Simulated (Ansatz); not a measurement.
# Resistivity from frozen vibrations: Ni(111) with 4 thermally displaced layers, 2x2

Wanted: the phonon-limited resistivity of Ni at 300 K by the Landauer route. The measured value for the pure metal at this temperature is 7.2 µΩ cm (CRC Handbook of Chemistry and Physics, 84th ed., 2003, Electrical Resistivity of Pure Metals).

Calculated with Ansatz 0.2.0; Ansatz plane-wave DFT, PBE, PAW files, collinear spin; ballistic transport by layer matching (Landauer), zero bias; PAW set soft_1.

## (1) Starting point

The cell holds 40 atoms: 40 Ni. Its edges and angles: a = 4.984 Å, b = 4.984 Å, c = 20.397 Å, α = 93.5°, β = 86.5°, γ = 120.0°. It derives from Ni. Regions: lead, 24 atoms (24 Ni); scattering region, 16 atoms (16 Ni). The structure is stacked along c, and the current runs across the ab planes.

## (2) With 4 displaced layers

Each atom of 4 layers is moved at random, by amounts drawn from a normal law 0.0624 Å wide in each direction from the Debye model (450 K) at 300 K. The layers about the cell's end stay perfect and serve as the lead. Disorder leaves little or no symmetry, which makes such runs dear. Energies from -0.05 to 0.05 eV in steps of 0.05 eV are too few for the program's thermal sum, so it prints no conductance; for a metal the transmission near the Fermi level serves, at a fraction of the cost.

File input.yaml:

```yaml
crystal:
  lattice:
    - [4.9836885938, 0.0, 0.0]
    - [-2.4918442969, 4.3160009268, 0.0]
    - [1.2459221485, -0.7193334878, 20.3458234862]
  atoms:
    - { symbol: Ni, position: [0.9916666667, 0.0083333333, 0.05], spin: 1.0 }
    - { symbol: Ni, position: [0.9916666667, 0.5083333333, 0.05], spin: 1.0 }
    - { symbol: Ni, position: [0.4916666667, 0.0083333333, 0.05], spin: 1.0 }
    - { symbol: Ni, position: [0.4916666667, 0.5083333333, 0.05], spin: 1.0 }
    - { symbol: Ni, position: [0.1416666667, 0.3583333333, 0.15], spin: 1.0 }
    - { symbol: Ni, position: [0.1416666667, 0.8583333333, 0.15], spin: 1.0 }
    - { symbol: Ni, position: [0.6416666667, 0.3583333333, 0.15], spin: 1.0 }
    - { symbol: Ni, position: [0.6416666667, 0.8583333333, 0.15], spin: 1.0 }
    - { symbol: Ni, position: [0.2916666667, 0.2083333333, 0.25], spin: 1.0 }
    - { symbol: Ni, position: [0.2916666667, 0.7083333333, 0.25], spin: 1.0 }
    - { symbol: Ni, position: [0.7916666667, 0.2083333333, 0.25], spin: 1.0 }
    - { symbol: Ni, position: [0.7916666667, 0.7083333333, 0.25], spin: 1.0 }
    - { symbol: Ni, position: [0.9487683037, 0.0738454587, 0.3522756157], spin: 1.0 }
    - { symbol: Ni, position: [0.9630606075, 0.5811329835, 0.3463006609], spin: 1.0 }
    - { symbol: Ni, position: [0.424315718, 0.0391743358, 0.3496693539], spin: 1.0 }
    - { symbol: Ni, position: [0.4537662123, 0.558269456, 0.3515216425], spin: 1.0 }
    - { symbol: Ni, position: [0.0692572413, 0.4099968354, 0.4472169815], spin: 1.0 }
    - { symbol: Ni, position: [0.1198364281, 0.9216474628, 0.452913145], spin: 1.0 }
    - { symbol: Ni, position: [0.5950380734, 0.4175350802, 0.4520187818], spin: 1.0 }
    - { symbol: Ni, position: [0.5838135638, 0.9010799618, 0.4496478117], spin: 1.0 }
    - { symbol: Ni, position: [0.229928192, 0.249591064, 0.5491304429], spin: 1.0 }
    - { symbol: Ni, position: [0.2389003922, 0.7686022692, 0.5451022979], spin: 1.0 }
    - { symbol: Ni, position: [0.747738427, 0.24900507, 0.5483247452], spin: 1.0 }
    - { symbol: Ni, position: [0.7238274899, 0.7561201558, 0.5492400334], spin: 1.0 }
    - { symbol: Ni, position: [0.8901565347, 0.100660037, 0.6502876974], spin: 1.0 }
    - { symbol: Ni, position: [0.9177142119, 0.6139562664, 0.6482395922], spin: 1.0 }
    - { symbol: Ni, position: [0.4023713331, 0.1067739007, 0.6518223452], spin: 1.0 }
    - { symbol: Ni, position: [0.3975015357, 0.6016892171, 0.6440767784], spin: 1.0 }
    - { symbol: Ni, position: [0.0416666667, 0.4583333333, 0.75], spin: 1.0 }
    - { symbol: Ni, position: [0.0416666667, 0.9583333333, 0.75], spin: 1.0 }
    - { symbol: Ni, position: [0.5416666667, 0.4583333333, 0.75], spin: 1.0 }
    - { symbol: Ni, position: [0.5416666667, 0.9583333333, 0.75], spin: 1.0 }
    - { symbol: Ni, position: [0.1916666667, 0.3083333333, 0.85], spin: 1.0 }
    - { symbol: Ni, position: [0.1916666667, 0.8083333333, 0.85], spin: 1.0 }
    - { symbol: Ni, position: [0.6916666667, 0.3083333333, 0.85], spin: 1.0 }
    - { symbol: Ni, position: [0.6916666667, 0.8083333333, 0.85], spin: 1.0 }
    - { symbol: Ni, position: [0.8416666667, 0.1583333333, 0.95], spin: 1.0 }
    - { symbol: Ni, position: [0.8416666667, 0.6583333333, 0.95], spin: 1.0 }
    - { symbol: Ni, position: [0.3416666667, 0.1583333333, 0.95], spin: 1.0 }
    - { symbol: Ni, position: [0.3416666667, 0.6583333333, 0.95], spin: 1.0 }
magnetization:
  spin_polarized: true
kpoints:
  mp_grid: { grid: [5, 5, 1] }
hamiltonian:
  xc: pbe
  pseudopotentials: { kind: paw, azcp: { folder: soft_1 } }
scf:
  occupations: { method: fermi_dirac, width: 0.1 }
output:
  transmission:
    leads: [[0, 4]]
    kmesh: [10, 10]
    e_range: [-0.05, 0.05]
    de: 0.05
  write_potential: true
  write_density: true
  volumetric_format: npy
  elf: true
```

The run is started by

```console
> ansatz run input.yaml --threads 4 --pin off --max-ram 15360MiB --backend cpu --events-out ev --progress --plain --runs-dir out
```

Numbers of over 12 decimals in the logs are rounded to 6 here.

What it wrote:

```text
Engine: ansatz 0.2.0, x86_64-unknown-linux-gnu
Pseudopotentials: kind: paw
Pseudopotential: Ni, paw, valence charge 18, recommended cutoff 420 eV (normal), soft_1/Ni.paw.azcp
Functional definition: PBE
  parameter kappa = 0.804
  parameter beta = 0.066725
  exchange = pbe_x(kappa = kappa, mu = beta*pi^2/3)
  correlation = pbe_c(beta = beta)
Crystal: 40 atoms, lattice volume = 437.631 Å³
Basis set: ecut = 420 eV, 8543 PW (Γ)
Bands: 456, of which v1, the nominal top of the filled ones, is band 360 counted from 1 (359 counted from 0)
Symmetry: 1 space group operations
Space group: P1 (ITA 1), of the structure as read, at distance tolerance 7.6e-5 Å
Magnetic group: BNS 1.1 (UNI 1), of the structure as read, at distance tolerance 7.6e-5 Å
k-points: 13 of 25 (time reversal used)
Non-local potential: Ni, projectors of the file, l = 0: 3, l = 1: 2, l = 2: 3, l = 3: 1
PAW form: soft (Blöchl's): semilocal exchange-correlation on the pseudo side does not see the compensation charge
PAW one-centre angular grid: Ni, 590 points (default); XC on 64 Gauss nodes
Initial density: superposition of atomic densities (chi_scale 0.1, normalization cell)
Starting moments: Σ|m| = 40 μB on 40 of 40 sites
Initial wavefunctions: pseudopotential atomic-orbital guess
Functional: x = pbe(κ = 0.804, μ = 0.219515), c = pbe(β = 0.066725)
iter 1 solved again at ethr=2.74e-3 eV; its pass at ethr=3.10e-3 eV (dr2=1.97e1 eV) is discarded
SCF iter   1: F=—  HF=-233561.622781 eV  |F-HF|=—  |Δ(HF+E_count)|=         —  Δρ=4.58e-2 (↑4.58e-2 ↓4.48e-2)  dr2=1.97e1  dr2_m=3.61e-1  M=32.620 μB ∫|m|=34.762 μB  β_m=0.30  ethr=2.74e-3  ⟨swp⟩=2.0  Hψ=55802  notcnv=0
Mixer restart at iter 1: flushing history
preconditioner: auto → Kerker (q_TF=auto, 2.964 Å⁻¹)  [metal: Δε(μ)=0.003 eV  Ē_g=8.740 eV  σ=0.100 eV  W_gap=0.01  n_scr=206 (ndim 8)  ℏωp=35.5 eV  f_vac=0.000  D(μ)=61.24/eV (n_scr^D=894)]
spin=Collinear: Kerker preconditioning applied to the charge; magnetization (m = ρ↑ − ρ↓) channel mixes plain (no charge-response kernel on spin).
SCF iter   2: F=—  HF=-233561.246634 eV  |F-HF|=—  |Δ(HF+E_count)|=   3.76e-1  Δρ=1.31e-2 (↑1.19e-2 ↓1.31e-2)  dr2=5.47e-1  dr2_m=3.97e-1  M=31.086 μB ∫|m|=33.498 μB  β_m=0.32  ethr=2.74e-3  ⟨swp⟩=3.0  Hψ=19117  notcnv=0  defer=2
SCF iter   3: F=—  HF=-233571.783504 eV  |F-HF|=—  |Δ(HF+E_count)|=    1.05e1  Δρ=1.57e-2 (↑7.46e-3 ↓1.57e-2)  dr2=4.12e-1  dr2_m=3.76e-1  M=30.048 μB ∫|m|=32.728 μB  β_m=0.66  ethr=7.59e-5  ⟨swp⟩=2.0  Hψ=19631  notcnv=0  defer=1501
SCF iter   4: F=—  HF=-233587.676544 eV  |F-HF|=—  |Δ(HF+E_count)|=    1.59e1  Δρ=2.46e-2 (↑8.99e-3 ↓2.46e-2)  dr2=2.86e0  dr2_m=3.09e-1  M=27.434 μB ∫|m|=30.681 μB  β_m=0.19  ethr=5.72e-5  ⟨swp⟩=2.7  Hψ=22296  notcnv=0  defer=1525  recentre
SCF iter   5: F=—  HF=-233580.392638 eV  |F-HF|=—  |Δ(HF+E_count)|=    7.28e0  Δρ=8.14e-3 (↑7.56e-3 ↓8.14e-3)  dr2=1.71e-1  dr2_m=1.74e-1  M=29.327 μB ∫|m|=32.187 μB  β_m=0.49  ethr=5.72e-5  ⟨swp⟩=2.0  Hψ=20175  notcnv=0  defer=1557
SCF iter   6: F=—  HF=-233589.411725 eV  |F-HF|=—  |Δ(HF+E_count)|=    9.02e0  Δρ=2.65e-3 (↑2.59e-3 ↓2.65e-3)  dr2=5.84e-2  dr2_m=4.37e-4  M=26.364 μB ∫|m|=29.769 μB  β_m=0.54  ethr=2.37e-5  ⟨swp⟩=3.0  Hψ=23672  notcnv=0  defer=1557
SCF iter   7: F=—  HF=-233589.442981 eV  |F-HF|=—  |Δ(HF+E_count)|=   3.13e-2  Δρ=1.12e-3 (↑1.00e-3 ↓1.12e-3)  dr2=8.22e-3  dr2_m=2.40e-3  M=26.610 μB ∫|m|=30.001 μB  β_m=0.74  ethr=8.11e-6  ⟨swp⟩=2.0  Hψ=22212  notcnv=0  defer=1555
SCF iter   8: F=—  HF=-233589.454541 eV  |F-HF|=—  |Δ(HF+E_count)|=   1.16e-2  Δρ=9.04e-4 (↑5.43e-4 ↓9.04e-4)  dr2=6.22e-3  dr2_m=3.35e-4  M=26.510 μB ∫|m|=29.924 μB  β_m=0.62  ethr=1.14e-6  ⟨swp⟩=2.0  Hψ=17592  notcnv=0  defer=1555
[...]
SCF iter  12: F=—  HF=-233589.454118 eV  |F-HF|=—  |Δ(HF+E_count)|=   3.19e-5  Δρ=7.23e-5 (↑3.59e-5 ↓7.23e-5)  dr2=4.47e-5  dr2_m=4.36e-6  M=26.513 μB ∫|m|=29.923 μB  β_m=0.82  ethr=1.45e-8  ⟨swp⟩=1.1  Hψ=11895  notcnv=0  defer=1555
SCF iter  13: F=—  HF=-233589.454120 eV  |F-HF|=—  |Δ(HF+E_count)|=   2.18e-6  Δρ=4.63e-5 (↑1.59e-5 ↓4.63e-5)  dr2=2.32e-5  dr2_m=1.56e-6  M=26.511 μB ∫|m|=29.922 μB  β_m=0.86  ethr=6.21e-9  ⟨swp⟩=2.0  Hψ=17206  notcnv=0  defer=1555
SCF iter  14: F=—  HF=-233589.454122 eV  |F-HF|=—  |Δ(HF+E_count)|=   2.01e-6  Δρ=3.58e-5 (↑1.65e-5 ↓3.58e-5)  dr2=1.59e-5  dr2_m=5.25e-7  M=26.512 μB ∫|m|=29.923 μB  β_m=0.64  ethr=3.22e-9  ⟨swp⟩=2.4  Hψ=19052  notcnv=0  defer=1555
SCF iter  15: F=—  HF=-233589.454121 eV  |F-HF|=—  |Δ(HF+E_count)|=   8.26e-7  Δρ=1.81e-5 (↑6.35e-6 ↓1.81e-5)  dr2=2.03e-6  dr2_m=2.37e-7  M=26.512 μB ∫|m|=29.923 μB  β_m=0.62  ethr=2.21e-9  ⟨swp⟩=2.2  Hψ=16052  notcnv=0  defer=1555
SCF iter  16: F=—  HF=-233589.454121 eV  |F-HF|=—  |Δ(HF+E_count)|=   1.22e-8  Δρ=4.59e-6 (↑3.53e-6 ↓4.59e-6)  dr2=3.16e-7  dr2_m=1.28e-8  M=26.512 μB ∫|m|=29.923 μB  β_m=0.64  ethr=2.82e-10  ⟨swp⟩=2.0  Hψ=16572  notcnv=0  defer=1555
SCF iter  17: F=—  HF=-233589.454121 eV  |F-HF|=—  |Δ(HF+E_count)|=   1.68e-8  Δρ=9.32e-6 (↑2.27e-6 ↓9.32e-6)  dr2=9.60e-7  dr2_m=7.04e-8  M=26.512 μB ∫|m|=29.923 μB  β_m=0.62  ethr=4.39e-11  ⟨swp⟩=2.0  Hψ=20432  notcnv=0  defer=1555  recentre
SCF iter  18: F=—  HF=-233589.454121 eV  |F-HF|=—  |Δ(HF+E_count)|=   7.68e-9  Δρ=4.00e-6 (↑1.18e-6 ↓4.00e-6)  dr2=1.95e-7  dr2_m=1.34e-8  M=26.512 μB ∫|m|=29.923 μB  β_m=0.62  ethr=4.39e-11  ⟨swp⟩=2.0  Hψ=16168  notcnv=0  defer=1555
SCF iter  19: F=—  HF=-233589.454121 eV  |F-HF|=—  |Δ(HF+E_count)|=   7.74e-9  Δρ=2.44e-6 (↑8.97e-7 ↓2.44e-6)  dr2=4.29e-8  dr2_m=4.38e-9  M=26.512 μB ∫|m|=29.923 μB  β_m=0.67  ethr=2.70e-11  ⟨swp⟩=1.0  Hψ=11856  notcnv=0  defer=1555
SCF iter  20: F=—  HF=-233589.454121 eV  |F-HF|=—  |Δ(HF+E_count)|=   4.92e-9  Δρ=4.74e-6 (↑1.32e-6 ↓4.74e-6)  dr2=2.12e-7  dr2_m=1.22e-8  M=26.512 μB ∫|m|=29.923 μB  β_m=0.51  ethr=5.95e-12  ⟨swp⟩=2.4  Hψ=16512  notcnv=0  defer=1555
SCF iter  21: F=-233589.454121 eV  HF=-233589.454121 eV  |F-HF|=1.38e-8  |Δ(HF+E_count)|=   5.01e-9  Δρ=1.04e-6 (↑2.45e-7 ↓1.04e-6)  dr2=1.44e-8  dr2_m=7.72e-10  M=26.512 μB ∫|m|=29.923 μB  ethr=5.95e-12  ⟨swp⟩=7.2  Hψ=47700  notcnv=0
SCF 1 converged in 21 iterations: F = -233589.454121 eV  dr2 = 1.44e-8
  greatest PAW one-centre occupation: 1.001 electrons in one spin orbital (limit 2), on the Ni atom at site 18 (counted from 0), in its partial waves of l = 1
transmission: 279 of 2704 steps passed
transmission: 546 of 2704 steps passed
[...]
transmission: 2704 of 2704 steps passed
SCF converged after 21 iterations
Magnetization: 26.5121 μB (373.2560 up, 346.7440 down)
Absolute magnetization: 29.9620 μB (∫|ρ↑−ρ↓|, with the PAW one-centre terms)
Spin contamination: 0.2877 ħ² per cell (⟨S²⟩ above its minimum at these occupations)
Per-site moments (μB) at R_I (Å): [(0.699040, 1.027886), (0.703170, 1.027886), (0.701728, 1.027886), (0.700300, 1.027886), (0.701327, 1.027886), (0.700742, 1.027886), (0.702831, 1.027886), (0.699000, 1.027886), (0.698355, 1.027886), (0.703133, 0.981621), (0.701360, 1.027886), (0.698518, 1.000954), (0.696630, 0.981095), (0.708295, 0.945386), (0.705827, 0.945386), (0.694330, 1.008570), (0.699829, 0.981068), (0.703887,  [...]
Free energy (F): -233589.454121 eV
Harris-Foulkes:  -233589.454121 eV  (|F-HF|=1.38e-8)
Internal energy: -233587.352325 eV  (E = F + TS)
E sigma→0 (E₀):  -233588.403223 eV
Entropy (-TS):   -2.101797 eV (-52.545 meV/atom)
Fermi energy:    17.828026 eV
--- Per-component energies (eV) ---
  E_band       = -11622.949528
  E_kinetic    = 13564.012724
  E_local      = -110034.134975  (includes V_loc(G=0)·N_el)
  E_nonlocal   = -4700.569655
  E_hartree    = 59645.237521
  E_xc         = -4512.861048
  E_vxc        = -5822.585645  (∫ρ·V_xc dr)
  E_paw        = -66248.450261  (= ΣΔE_a)
  E_vpaw       = -23920.186720  (= ΣTr[D̂ρ^β])
  E_aug_tail   = 0.041454  (compensation charges beyond the density's cutoff)
  E_ewald      = -121300.628084
  E_smearing   = -2.101797  (= −TS)
  E_closure    = 0.000000  (closes the sum)
  Σ components = -233589.454121   (vs F -233589.454121, Δ=0.00e0)
--- Band table (eV; the first three rows and the last of 26) ---
  k-point 0 ↑: bands = [... 356 lower, 17.2597, 17.2650, 17.2705, 17.2711, 17.2779, 17.2822, 17.2902, 17.2992, ... 92 higher]
  k-point 1 ↑: bands = [... 356 lower, 17.1910, 17.1927, 17.1942, 17.2024, 17.2064, 17.2325, 17.2573, 17.2803, ... 92 higher]
  k-point 2 ↑: bands = [... 356 lower, 17.1649, 17.1691, 17.1988, 17.2062, 17.2234, 17.2325, 17.2367, 17.2395, ... 92 higher]
  k-point 12 ↓: bands = [... 356 lower, 17.9467, 17.9988, 18.0469, 18.0587, 18.0708, 18.0809, 18.0895, 18.1028, ... 92 higher]
--- Transmission ---
  basis      : 199 plane waves across, 26 finite elements along
  points     : 52, standing for a mesh of 10 x 10
  energies   : 3 from -0.050000 to 0.050000 eV about the Fermi level, 0.050000 eV apart; the leads are filled to 0.000000 eV, and channels, transmission and decay are at 0.000000 eV
  crystal 0  : Ni4, at the sites [0, 4], period 2.0346 Å, over 12.21 Å; its Hamiltonian steps by up to 2.3 meV
    offset         : up to 0.0000 Å between an atom of the period and one for which it stands
    channels       : 2.490000e0 up, 7.160000e0 down
    conductance    : none, the energies end too early or step too widely for 300 K: set another output.transmission.e_range or a lower de, or, where they end at an eighth of basis.ecutwfc, a higher one
  junction   : crystal 0 to crystal 0, 0.69 to 19.00 Å
    transmission   : 2.468932e0 up, 5.672310e0 down
    conductance    : none, the energies end too early or step too widely for 300 K: set another output.transmission.e_range or a lower de, or, where they end at an eighth of basis.ecutwfc, a higher one
```

The job ended after 8.9 min (4 threads of Intel Xeon 6975P-C (Granite Rapids), shared host; peak memory 6.1 GiB).

This step gave:

* free energy: -233589.4541 eV
* energy at zero smearing: -233588.4032 eV
* Fermi energy: 17.83 eV
* magnetization: 26.51 μB
* absolute magnetization: 29.96 μB
* cell area: 21.51 Å²
* transmission, spin up: 2.469
* transmission, spin down: 5.672
* open channels, spin up: 2.49
* open channels, spin down: 7.16
* step of the lead's potential: 2.3 meV

Per spin. Table of transmission, zone mean by energy, zero at the Fermi level:

| energy (eV) | T up | T down |
| --- | --- | --- |
| -0.0500 | 2.47 | 5.21 |
| 0.0000 | 2.47 | 5.67 |
| 0.0500 | 2.50 | 5.52 |

Per spin. The open channels, zone mean by energy, zero at the Fermi level:

| energy (eV) | lead up | lead down |
| --- | --- | --- |
| -0.0500 | 2.49 | 6.58 |
| 0.0000 | 2.49 | 7.16 |
| 0.0500 | 2.61 | 7 |

Transmission over k1 and k2. At 0.0000 eV from the Fermi level, spin up.

Ten even steps from '0' (1.81) to '9' (3.00):
```
1119111999
9119911999
9990909999
1199119911
1110191011
1119911991
9999909099
9999119911
1999111911
1199111991
```
Columns: k1 (b1) from -0.5 to 0.4; rows upwards: k2 (b2) from -0.5 to 0.4.

Open channels over k1 and k2. At 0.0000 eV from the Fermi level, spin up.

Ten even steps from '0' (2.00) to '9' (3.00):
```
0009000999
9009900999
9990909999
0099009900
0000090000
0009900990
9999909099
9999009900
0999000900
0099000990
```
Columns: k1 (b1) from -0.5 to 0.4; rows upwards: k2 (b2) from -0.5 to 0.4.

Transmission over k1 and k2. At 0.0000 eV from the Fermi level, spin down.

Values, 10 rows by 10 columns:
```
5.25 5.27 6.07 6.44 5.83 5.35 5.31 5.13 7.72 5.03
6.89 5.89 5.02 4.84 4.98 5.03 5.96 6.63 7.66 7.71
6.72 6.39 4.92 4.86 4.94 4.51 4.55 6.00 6.88 4.93
5.23 5.71 4.89 4.84 6.26 6.22 5.16 4.69 5.71 5.21
5.28 5.23 4.96 4.54 6.37 6.83 6.37 4.54 4.96 5.23
5.23 5.21 5.71 4.69 5.16 6.22 6.26 4.84 4.89 5.71
6.72 4.93 6.88 6.00 4.55 4.51 4.94 4.86 4.92 6.39
6.89 7.71 7.66 6.63 5.96 5.03 4.98 4.84 5.02 5.89
5.25 5.03 7.72 5.13 5.31 5.35 5.83 6.44 6.07 5.27
5.28 5.25 6.99 6.92 5.32 5.38 5.32 6.92 6.99 5.25
```
Columns: k1 (b1) from -0.5 to 0.4; rows upwards: k2 (b2) from -0.5 to 0.4.

Open channels over k1 and k2. At 0.0000 eV from the Fermi level, spin down.

Values, 10 rows by 10 columns:
```
 6.0  6.0  7.0  8.0  7.0  6.0  6.0  6.0 10.0  6.0
 9.0  7.0  6.0  6.0  6.0  6.0  7.0  9.0 10.0 10.0
 9.0  8.0  6.0  7.0  8.0  7.0  6.0  8.0  9.0  6.0
 6.0  7.0  6.0  8.0  8.0  8.0  8.0  6.0  7.0  6.0
 6.0  6.0  6.0  7.0  8.0  8.0  8.0  7.0  6.0  6.0
 6.0  6.0  7.0  6.0  8.0  8.0  8.0  8.0  6.0  7.0
 9.0  6.0  9.0  8.0  6.0  7.0  8.0  7.0  6.0  8.0
 9.0 10.0 10.0  9.0  7.0  6.0  6.0  6.0  6.0  7.0
 6.0  6.0 10.0  6.0  6.0  6.0  7.0  8.0  7.0  6.0
 6.0  6.0  9.0  9.0  6.0  6.0  6.0  9.0  9.0  6.0
```
Columns: k1 (b1) from -0.5 to 0.4; rows upwards: k2 (b2) from -0.5 to 0.4.

Spin density in the ca plane at fractional y = 0.614, with atoms of Ni within 0.2 Å of it.

Ten even steps from '0' (0.0 e/Å³) to '9' (2.1 e/Å³), each cell a mean:
```
00000000000005510000000000000295000000000000
00000000000000000000000000000153000000000000
00000000210000000000000000000000000000000000
00000000210000000000000000000000000000000000
00000000000000000000000000000000000000000000
00000000000001200000000000000000000000000000
00000000000003510000000000000131000000000000
00000000000001200000000000000393000000000000
00000000100000000000000000000131000000000000
00000001210000000000000000000000000000000000
00000000100000000000000000000000000000000000
00000000000000000000000000000000000000000000
00000000000005510000000000000010000000000000
```
Columns run along c (16.0 Å, from fractional 0.11 to 0.89 of the cell), rows up along a (5.0 Å). Atoms in or near the plane, at fractional coordinates: Ni at (0.35, 0.96), Ni at (0.65, 0.92), Ni at (0.64, 0.40).

ELF of down spins in the ca plane at fractional y = 0.614, with atoms of Ni within 0.2 Å of it. It is the smooth field of the valence electrons, not physical close to the nuclei.

Ten even steps from '0' (0.16) to '9' (0.95), each cell a mean:
```
11111100011017820122111111210498101100011111
11111100000101200111111101110386102211111122
10001102420110000100001000010011001000111112
11111101430011111000001001001000010000010001
11111100000100000100001001001101100000010000
11000110001103420111011000010000010000010000
11000111112006840121111000110363001000010001
11111100001103520121111111210696002111111112
11111101210100000111111000110364001111111122
10001102530011111000011000010000010000011111
11111101210100001000001001001111110000010000
11111100000101100100011000001000010000010000
11000111111018820111111000010132010000010000
```
Columns run along c (16.0 Å, from fractional 0.11 to 0.89 of the cell), rows up along a (5.0 Å). Atoms in or near the plane, at fractional coordinates: Ni at (0.35, 0.96), Ni at (0.65, 0.92), Ni at (0.64, 0.40).

Valence density in the ca plane at fractional y = 0.614, with atoms of Ni within 0.2 Å of it. It is the smooth field of the valence electrons, not physical close to the nuclei.

Ten steps, logarithmic in the rise over the least value, from '0' (0 e/Å³) to '9' (44 e/Å³), each cell a mean:
```
00000000000148851000000000002698410000000000
00000002321024530000000000001588300000000000
00000014652001100000000011000244100000000000
00000014652000000001100133200000000121000000
00000002331012210001100134200000001232001110
00000000000026641000000022101232000232000110
00000000000037862000000000002686200010000000
00000001210025751000000000003798300000000000
00000013541002210000000000002586200000000000
00000015762000000001000122100232000110000000
00000013542001100001100133100000000232000110
00000001110024420001100122100111001232001110
00000000000148851000000000001465200121000110
```
Columns run along c (16.0 Å, from fractional 0.11 to 0.89 of the cell), rows up along a (5.0 Å). Atoms in or near the plane, at fractional coordinates: Ni at (0.35, 0.96), Ni at (0.65, 0.92), Ni at (0.64, 0.40).

Nearest the Fermi level spin up passes 2.47 of 2.49 channels of the lower lead and spin down 5.67 of 7.16.

(Continued in part 2 of 3.)

[Logs are printed without paths, hosts, clocks, repeated set-up lines and the standing remarks that a program may print on its own settings, such as how far it seeks lower states.]

[Hosts, paths, dates, database ids (printed as entryN), source tags and the programs' standing remarks are cut or masked in the printed files.]
